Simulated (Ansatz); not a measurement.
# Work function of Ta(110): what the settings cost and change, part 2 of 2

How thick a slab and how much vacuum does the work function of Ta(110) need?

Ansatz 0.2.0; plane-wave DFT, PBE, Ansatz PAW.

So far, work function, upper face (eV): step 2 (run, setting 1 layer) 4.80; step 4 (run, 3 atoms) 4.79; step 5 (run, 4 atoms) 4.82; step 6 (slab, 5 atoms) 4.79; step 7 (run, 6 atoms) 4.78.

**8. Slab, 8 atoms**

System of this step: Ta(110). The cell holds 8 atoms: 8 Ta. Cell: a = 2.867 Å, b = 2.867 Å, c = 34.384 Å, α = 90.0°, β = 90.0°, γ = 70.5°. Vacuum lies along c.

File input.yaml:

```yaml
crystal:
  lattice:
    - [2.3405234457, -1.655, 0.0]
    - [2.3405234457, 1.655, 0.0]
    - [0.0, 0.0, 34.3836641201]
  atoms:
    - { symbol: Ta, position: [0.0, 0.0, 0.2617522079] }
    - { symbol: Ta, position: [0.5, 0.5, 0.3298230057] }
    - { symbol: Ta, position: [0.0, 0.0, 0.3978938034] }
    - { symbol: Ta, position: [0.5, 0.5, 0.4659646011] }
    - { symbol: Ta, position: [0.0, 0.0, 0.5340353989] }
    - { symbol: Ta, position: [0.5, 0.5, 0.6021061966] }
    - { symbol: Ta, position: [0.0, 0.0, 0.6701769943] }
    - { symbol: Ta, position: [0.5, 0.5, 0.7382477921] }
kpoints:
  mp_grid: { grid: [15, 15, 1] }
hamiltonian:
  xc: pbe
scf:
  occupations: { method: fermi_dirac, width: 0.1 }
  convergence: { dr2_threshold: 1.0e-09 }
efield:
  axis: 3
  dipole_correction: true
  ramp_position: 0.97
  ramp_width: 0.06
output:
  write_potential: true
  write_density: true
  volumetric_format: npy
```

Launch:

```sh
ansatz run input.yaml --threads 2 --pin off --max-ram 3072MiB --backend cpu --events-out ev --progress --plain --runs-dir out
```

Numbers of over 12 decimals in the logs are rounded to 6 here.

Output:

```text
[...]
Crystal: 8 atoms, lattice volume = 266.375 Å³
Basis set: ecut = 420 eV, 5213 PW (Γ)
Bands: 63, of which v1, the nominal top of the filled ones, is band 52 counted from 1 (51 counted from 0)
Symmetry: 4 space group operations
k-points: 64 of 225
[...]
k-point 0: bands = [... 48 lower, 8.0311, 8.2122, 8.3672, 8.3697, 8.5589, 8.6548, 8.7173, 8.8595, ... 7 higher]
  k-point 1: bands = [... 48 lower, 7.9907, 8.1046, 8.2340, 8.3514, 8.4875, 8.5964, 8.6796, 8.7797, ... 7 higher]
  k-point 2: bands = [... 48 lower, 7.8089, 7.8938, 8.0548, 8.1399, 8.2702, 8.3722, 8.4210, 8.6031, ... 7 higher]
  k-point 63: bands = [... 48 lower, 7.6763, 8.3063, 8.6901, 9.1383, 9.8782, 9.9526, 10.0941, 10.1901, ... 7 higher]
[key lines of the parts left out:]
SCF converged after 9 iterations
Free energy (F): -79455.847605 eV
Fermi energy:    8.038322 eV
Dipole field:    D = -0.000000 V/Å  (p = -0.000000 e·Å, saw-weighted, corrected)
Work function:   Φ+ = 4.7864 eV   Φ− = 4.7864 eV
```

Elapsed: 2.8 min, on 2 threads of Arm Neoverse N1, shared host; peak memory 1.2 GiB.

The work function is 4.786 eV, +0.006 eV from the run “6 layers”, at 1.8 times its CPU time.

**9. Slab, 10 atoms**

System of this step: Ta(110). The cell holds 10 atoms: 10 Ta. Its edges and angles: a = 2.867 Å, b = 2.867 Å, c = 39.065 Å, α = 90.0°, β = 90.0°, γ = 70.5°. Vacuum lies along c.

input.yaml, the sections that differ from step 8:

```yaml
crystal:
  lattice:
    - [2.3405234457, -1.655, 0.0]
    - [2.3405234457, 1.655, 0.0]
    - [0.0, 0.0, 39.0647110115]
  atoms:
    - { symbol: Ta, position: [0.0, 0.0, 0.2303869597] }
    - { symbol: Ta, position: [0.5, 0.5, 0.2903009686] }
    - { symbol: Ta, position: [0.0, 0.0, 0.3502149776] }
    - { symbol: Ta, position: [0.5, 0.5, 0.4101289866] }
    - { symbol: Ta, position: [0.0, 0.0, 0.4700429955] }
    - { symbol: Ta, position: [0.5, 0.5, 0.5299570045] }
    - { symbol: Ta, position: [0.0, 0.0, 0.5898710134] }
    - { symbol: Ta, position: [0.5, 0.5, 0.6497850224] }
    - { symbol: Ta, position: [0.0, 0.0, 0.7096990314] }
    - { symbol: Ta, position: [0.5, 0.5, 0.7696130403] }
# kpoints, hamiltonian, scf, efield, output: as in step 8
```

Output:

```text
[...]
Crystal: 10 atoms, lattice volume = 302.639 Å³
Basis set: ecut = 420 eV, 5929 PW (Γ)
Bands: 78, of which v1, the nominal top of the filled ones, is band 65 counted from 1 (64 counted from 0)
Symmetry: 4 space group operations
k-points: 64 of 225
[...]
k-point 0: bands = [... 61 lower, 9.4713, 9.5096, 9.7008, 9.7524, 9.8176, 9.8980, 9.9457, 9.9903, ... 9 higher]
  k-point 1: bands = [... 61 lower, 9.3905, 9.4617, 9.5961, 9.6616, 9.7199, 9.8343, 9.8794, 10.0615, ... 9 higher]
  k-point 2: bands = [... 61 lower, 9.1883, 9.2569, 9.2941, 9.4850, 9.5084, 9.6304, 9.6610, 9.7505, ... 9 higher]
  k-point 63: bands = [... 61 lower, 9.4196, 9.6032, 10.2094, 10.2871, 10.9438, 11.2516, 11.3161, 11.3530, ... 9 higher]
[key lines of the parts left out:]
SCF converged after 9 iterations
Free energy (F): -99320.387479 eV
Fermi energy:    9.292748 eV
Dipole field:    D = 0.000000 V/Å  (p = 0.000000 e·Å, saw-weighted, corrected)
Work function:   Φ+ = 4.7880 eV   Φ− = 4.7880 eV
```

Wall time 4.2 min (2 threads); peak memory 1.6 GiB.

The work function is 4.788 eV, +0.002 eV from the run “8 layers”, at 1.5 times its CPU time.

**10. Run, 13 atoms**

System of this step: Ta(110). The cell holds 13 atoms: 13 Ta. Cell: a = 2.867 Å, b = 2.867 Å, c = 46.086 Å, α = 90.0°, β = 90.0°, γ = 70.5°. Vacuum lies along c.

input.yaml, the sections that differ from step 9:

```yaml
crystal:
  lattice:
    - [2.3405234457, -1.655, 0.0]
    - [2.3405234457, 1.655, 0.0]
    - [0.0, 0.0, 46.0862813487]
  atoms:
    - { symbol: Ta, position: [0.0, 0.0, 0.1952858798] }
    - { symbol: Ta, position: [0.5, 0.5, 0.2460715665] }
    - { symbol: Ta, position: [0.0, 0.0, 0.2968572532] }
    - { symbol: Ta, position: [0.5, 0.5, 0.3476429399] }
    - { symbol: Ta, position: [0.0, 0.0, 0.3984286266] }
    - { symbol: Ta, position: [0.5, 0.5, 0.4492143133] }
    - { symbol: Ta, position: [0.0, 0.0, 0.5] }
    - { symbol: Ta, position: [0.5, 0.5, 0.5507856867] }
    - { symbol: Ta, position: [0.0, 0.0, 0.6015713734] }
    - { symbol: Ta, position: [0.5, 0.5, 0.6523570601] }
    - { symbol: Ta, position: [0.0, 0.0, 0.7031427468] }
    - { symbol: Ta, position: [0.5, 0.5, 0.7539284335] }
    - { symbol: Ta, position: [0.0, 0.0, 0.8047141202] }
# kpoints, hamiltonian, scf, efield, output: as in step 9
```

Output:

```text
[...]
Crystal: 13 atoms, lattice volume = 357.037 Å³
Basis set: ecut = 420 eV, 7001 PW (Γ)
Bands: 102, of which v1, the nominal top of the filled ones, is band 85 counted from 1 (84 counted from 0)
Symmetry: 4 space group operations
k-points: 64 of 225
[...]
k-point 1: bands = [... 81 lower, 10.9204, 11.0060, 11.0530, 11.1715, 11.2043, 11.2820, 11.3054, 11.3112, ... 13 higher]
  k-point 2: bands = [... 81 lower, 10.6671, 10.8229, 10.8468, 10.8777, 10.9706, 11.0419, 11.1152, 11.1385, ... 13 higher]
  k-point 63: bands = [... 81 lower, 11.2687, 11.3082, 11.8240, 11.8606, 12.3838, 12.6807, 12.7009, 12.8052, ... 13 higher]
[key lines of the parts left out:]
SCF converged after 10 iterations
Free energy (F): -129117.201676 eV
Fermi energy:    10.697982 eV
Dipole field:    D = -0.000000 V/Å  (p = -0.000000 e·Å, saw-weighted, corrected)
Work function:   Φ+ = 4.7876 eV   Φ− = 4.7876 eV
```

It took 7.3 min on 2 threads; peak memory 2.3 GiB.

The work function is 4.788 eV, -0.000 eV from the run “10 layers”, at 1.8 times its CPU time.

**11. Run, 7 atoms**

System of this step: Ta(110). The cell holds 7 atoms: 7 Ta. Cell: a = 2.867 Å, b = 2.867 Å, c = 24.043 Å, α = 90.0°, β = 90.0°, γ = 70.5°. Vacuum lies along c.

input.yaml, the sections that differ from step 10:

```yaml
crystal:
  lattice:
    - [2.3405234457, -1.655, 0.0]
    - [2.3405234457, 1.655, 0.0]
    - [0.0, 0.0, 24.0431406744]
  atoms:
    - { symbol: Ta, position: [0.0, 0.0, 0.2079595203] }
    - { symbol: Ta, position: [0.5, 0.5, 0.3053063468] }
    - { symbol: Ta, position: [0.0, 0.0, 0.4026531734] }
    - { symbol: Ta, position: [0.5, 0.5, 0.5] }
    - { symbol: Ta, position: [0.0, 0.0, 0.5973468266] }
    - { symbol: Ta, position: [0.5, 0.5, 0.6946936532] }
    - { symbol: Ta, position: [0.0, 0.0, 0.7920404797] }
# kpoints, hamiltonian, scf, efield, output: as in step 10
```

Output:

```text
[...]
Crystal: 7 atoms, lattice volume = 186.265 Å³
Basis set: ecut = 420 eV, 3663 PW (Γ)
Bands: 55, of which v1, the nominal top of the filled ones, is band 46 counted from 1 (45 counted from 0)
Symmetry: 4 space group operations
k-points: 64 of 225
[...]
k-point 1: bands = [... 42 lower, 11.2542, 11.3148, 11.5080, 11.6693, 11.8034, 11.8349, 12.0046, 12.1973, ... 5 higher]
  k-point 2: bands = [... 42 lower, 11.0186, 11.1449, 11.3206, 11.4449, 11.5946, 11.5947, 11.8320, 12.2829, ... 5 higher]
  k-point 63: bands = [... 42 lower, 11.0631, 11.7345, 12.0100, 12.8303, 13.1568, 13.3661, 13.3681, 13.8874, ... 5 higher]
[key lines of the parts left out:]
SCF converged after 9 iterations
Free energy (F): -69523.574936 eV
Fermi energy:    11.286507 eV
Dipole field:    D = 0.000000 V/Å  (p = 0.000000 e·Å, saw-weighted, corrected)
Work function:   Φ+ = 4.7716 eV (in doubt: plateau slope 9.8e-2 eV/Å)   Φ− = 4.7768 eV (in doubt: plateau slope 6.9e-2 eV/Å)
```

Wall time 1.7 min (2 threads); peak memory 0.86 GiB.

The work function is 4.772 eV. The program marks this work function as in doubt.

**12. Slab, 7 atoms**

The cell differs from the one that the last finished run ended in (c 24.043 → 28.043 Å).

input.yaml, the sections that differ from step 11:

```yaml
crystal:
  lattice:
    - [2.3405234457, -1.655, 0.0]
    - [2.3405234457, 1.655, 0.0]
    - [0.0, 0.0, 28.0431406744]
  atoms:
    - { symbol: Ta, position: [0.0, 0.0, 0.249615408] }
    - { symbol: Ta, position: [0.5, 0.5, 0.3330769386] }
    - { symbol: Ta, position: [0.0, 0.0, 0.4165384693] }
    - { symbol: Ta, position: [0.5, 0.5, 0.5] }
    - { symbol: Ta, position: [0.0, 0.0, 0.5834615307] }
    - { symbol: Ta, position: [0.5, 0.5, 0.6669230614] }
    - { symbol: Ta, position: [0.0, 0.0, 0.750384592] }
# kpoints, hamiltonian, scf, efield, output: as in step 11
```

Output:

```text
[...]
Crystal: 7 atoms, lattice volume = 217.254 Å³
Basis set: ecut = 420 eV, 4271 PW (Γ)
Bands: 55, of which v1, the nominal top of the filled ones, is band 46 counted from 1 (45 counted from 0)
Symmetry: 4 space group operations
k-points: 64 of 225
[...]
k-point 0: bands = [... 42 lower, 9.0997, 9.1188, 9.2243, 9.4569, 9.5782, 9.6434, 9.7112, 9.8716, ... 5 higher]
  k-point 1: bands = [... 42 lower, 8.9590, 9.0223, 9.2150, 9.3761, 9.5128, 9.5442, 9.7117, 9.9039, ... 5 higher]
  k-point 2: bands = [... 42 lower, 8.7257, 8.8521, 9.0275, 9.1548, 9.3016, 9.3017, 9.5372, 9.9914, ... 5 higher]
  k-point 63: bands = [... 42 lower, 8.7701, 9.4414, 9.7170, 10.5372, 10.8636, 11.0731, 11.0751, 11.5943, ... 5 higher]
[key lines of the parts left out:]
SCF converged after 9 iterations
Free energy (F): -69523.574995 eV
Fermi energy:    8.993482 eV
Dipole field:    D = 0.000001 V/Å  (p = 0.000001 e·Å, saw-weighted, corrected)
Work function:   Φ+ = 4.7892 eV   Φ− = 4.7893 eV
```

Wall time 1.8 min (2 threads); peak memory 0.96 GiB.

The work function is 4.789 eV, +0.018 eV from the run “7 layers, 10 Å of vacuum”, at 1.0 times its CPU time.

**13. Slab, 7 atoms (run 2)**

The cell differs from the one that the last finished run ended in (c 28.043 → 40.043 Å).

input.yaml, the sections that differ from step 12:

```yaml
crystal:
  lattice:
    - [2.3405234457, -1.655, 0.0]
    - [2.3405234457, 1.655, 0.0]
    - [0.0, 0.0, 40.0431406744]
  atoms:
    - { symbol: Ta, position: [0.0, 0.0, 0.3246498597] }
    - { symbol: Ta, position: [0.5, 0.5, 0.3830999064] }
    - { symbol: Ta, position: [0.0, 0.0, 0.4415499532] }
    - { symbol: Ta, position: [0.5, 0.5, 0.5] }
    - { symbol: Ta, position: [0.0, 0.0, 0.5584500468] }
    - { symbol: Ta, position: [0.5, 0.5, 0.6169000936] }
    - { symbol: Ta, position: [0.0, 0.0, 0.6753501403] }
# kpoints, hamiltonian, scf, efield, output: as in step 12
```

Output:

```text
[...]
Crystal: 7 atoms, lattice volume = 310.220 Å³
Basis set: ecut = 420 eV, 6091 PW (Γ)
Bands: 55, of which v1, the nominal top of the filled ones, is band 46 counted from 1 (45 counted from 0)
Symmetry: 4 space group operations
k-points: 64 of 225
[...]
k-point 0: bands = [... 42 lower, 4.9696, 4.9887, 5.0942, 5.3268, 5.4481, 5.5133, 5.5813, 5.7415, ... 5 higher]
  k-point 1: bands = [... 42 lower, 4.8289, 4.8922, 5.0849, 5.2460, 5.3828, 5.4141, 5.5816, 5.7738, ... 5 higher]
  k-point 2: bands = [... 42 lower, 4.5956, 4.7220, 4.8974, 5.0248, 5.1715, 5.1716, 5.4071, 5.8614, ... 5 higher]
  k-point 63: bands = [... 42 lower, 4.6400, 5.3113, 5.5869, 6.4071, 6.7335, 6.9430, 6.9449, 7.4642, ... 5 higher]
[key lines of the parts left out:]
SCF converged after 9 iterations
Free energy (F): -69523.575031 eV
Fermi energy:    4.863384 eV
Dipole field:    D = -0.000000 V/Å  (p = -0.000000 e·Å, saw-weighted, corrected)
Work function:   Φ+ = 4.7888 eV   Φ− = 4.7888 eV
```

Elapsed: 2.5 min, on 2 threads; peak memory 1.3 GiB.

The work function is 4.789 eV, -0.000 eV from the run “7 layers, 14 Å of vacuum”, at 1.5 times its CPU time.

**14. The series together**

Times are for 2 threads of Arm Neoverse N1, shared host. The series side by side:

| no. | setting | work function, upper face (eV) | time | memory (GiB) |
| --- | --- | --- | --- | --- |
| 1 | 1 layer | 4.796 | 15 s | 0.45 |
| 2 | 2 layers | 4.701 | 23 s | 0.45 |
| 3 | 3 layers | 4.790 | 37 s | 0.54 |
| 4 | 4 layers | 4.815 | 48 s | 0.65 |
| 5 | 5 layers | 4.791 | 64 s | 0.76 |
| 6 | 6 layers | 4.780 | 93 s | 0.89 |
| 7 | 8 layers | 4.786 | 2.8 min | 1.2 |
| 8 | 10 layers | 4.788 | 4.2 min | 1.6 |
| 9 | 13 layers | 4.788 | 7.3 min | 2.3 |
| 10 | 7 layers, 10 Å of vacuum | 4.772 | 1.7 min | 0.86 |
| 11 | 7 layers, 14 Å of vacuum | 4.789 | 1.8 min | 0.96 |
| 12 | 7 layers, 26 Å of vacuum | 4.789 | 2.5 min | 1.3 |

**15. Summary of results**

```
work function, 2 layers  : 4.701 eV
work function, 4 layers  : 4.815 eV
work function, 6 layers  : 4.780 eV
work function, 13 layers : 4.788 eV
```

What this shows: The thickest slab gives 4.79 eV, and the settings tried spread the value from 4.70 to 4.82 eV. At 18 Å of vacuum, the slabs from 3 layers on stay within 0.03 eV of the thickest. Going from 10 to 26 Å of vacuum moves it by 0.017 eV. The program marks the value as in doubt in “7 layers, 10 Å of vacuum”. The ladder's slabs use the tabulated experimental lattice constant (two decimals; a low-temperature value for the alkali metals). In 2 runs of the series (7 layers, 10 Å of vacuum and 7 layers, 14 Å of vacuum) the program warns that electrons reach the sawtooth's ramp, which makes dipole and work function less sure.

Comparison with the measured values:

| quantity | measured | 13 layers |
| --- | --- | --- |
| work function (clean (110) face, a compiled value) (eV) | 4.74 | 4.79 (+0.05 eV) |

Measured values from arxiv:1902.07811 (2019).

Verdict: The work function is off by +0.05 eV: good agreement. The grades are ours: good and fair within 3 and 7 % for the work function. No cell relaxation is part of this session.

[Logs are printed without paths, hosts, clocks, repeated set-up lines and the standing remarks that a program may print on its own settings, such as how far it seeks lower states.]

[Hosts, paths, dates, database ids (printed as entryN), source tags and the programs' standing remarks are cut or masked in the printed files.]

[Maps of the electrostatic potential energy from Ansatz leave out the sawtooth potential of an applied field or a dipole correction, so their vacuum need not be flat; planar profiles and work functions include it.]
